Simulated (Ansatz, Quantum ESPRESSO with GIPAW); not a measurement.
# C2H2O: working out the 17O quadrupolar coupling

A plane-wave PAW calculation (PBEsol, Ansatz) gives this electric field gradient, in 10²¹ V/m² and Cartesian axes, at one O site of C2H2O (atom 3; bound to C; site symmetry 1):

```
     -5.4738       -6.0222        3.6880
     -6.0222       -2.6852        3.9986
      3.6880        3.9986        8.1590
```

17O has spin 5/2, Q = -0.02558 barn and |γ|/2π = 5.7742 MHz/T. The cell is the P-1 form of a database entry, atoms relaxed, static and at 0 K. The PAW files were made for PBE.

**Task.** Find C_Q, η_Q and ν_Q, and the shift and width of the central transition under fast MAS at 11.7 T and 16.4 T.

1. The tensor is symmetric and traceless. Its eigenvalues, ordered by size, are V_xx = 2.0199, V_yy = 9.6984 and V_zz = -11.7183.

2. η_Q = (V_xx − V_yy)/V_zz = 0.655.

3. C_Q = eQV_zz/h. One unit of 10²¹ V/m² with one barn gives 24.18 MHz, so C_Q = 24.18 × −0.02558 × −11.7183 = 7.248 MHz. A spectrum shows its size, not its sign.

4. ν_Q = 3C_Q/[2I(2I−1)] = 1.087 MHz in size, and P_Q = |C_Q|√(1 + η²/3) = 7.749 MHz.

5. The resonances lie at ν0 = 67.56 and 94.70 MHz, so ν_Q/ν0 is 0.016 at most and second order holds. The centre of gravity moves by δ_Q = −(3/40)(P_Q/ν0)² F × 10⁶ ppm, with F = [I(I+1) − 3/4]/[I²(2I−1)²] = 0.08: -78.9 ppm at 11.7 T and -40.2 ppm at 16.4 T.

6. Summing the second-order term over orientations gives a full width of 182 ppm (12 kHz) and 92.6 ppm (8.8 kHz). In ppm both fall as 1/B²: (11.7/16.4)² = 0.509. The spinning rate must pass the static width for this shape to show cleanly.

[Banner, clock, file and message-heading lines were taken out of the pw.x and gipaw.x logs.]

[Logs are printed without paths, hosts, clocks, repeated set-up lines and the standing remarks that a program may print on its own settings, such as how far it seeks lower states.]

[Hosts, paths, dates, database ids (printed as entryN), source tags and the programs' standing remarks are cut or masked in the printed files.]
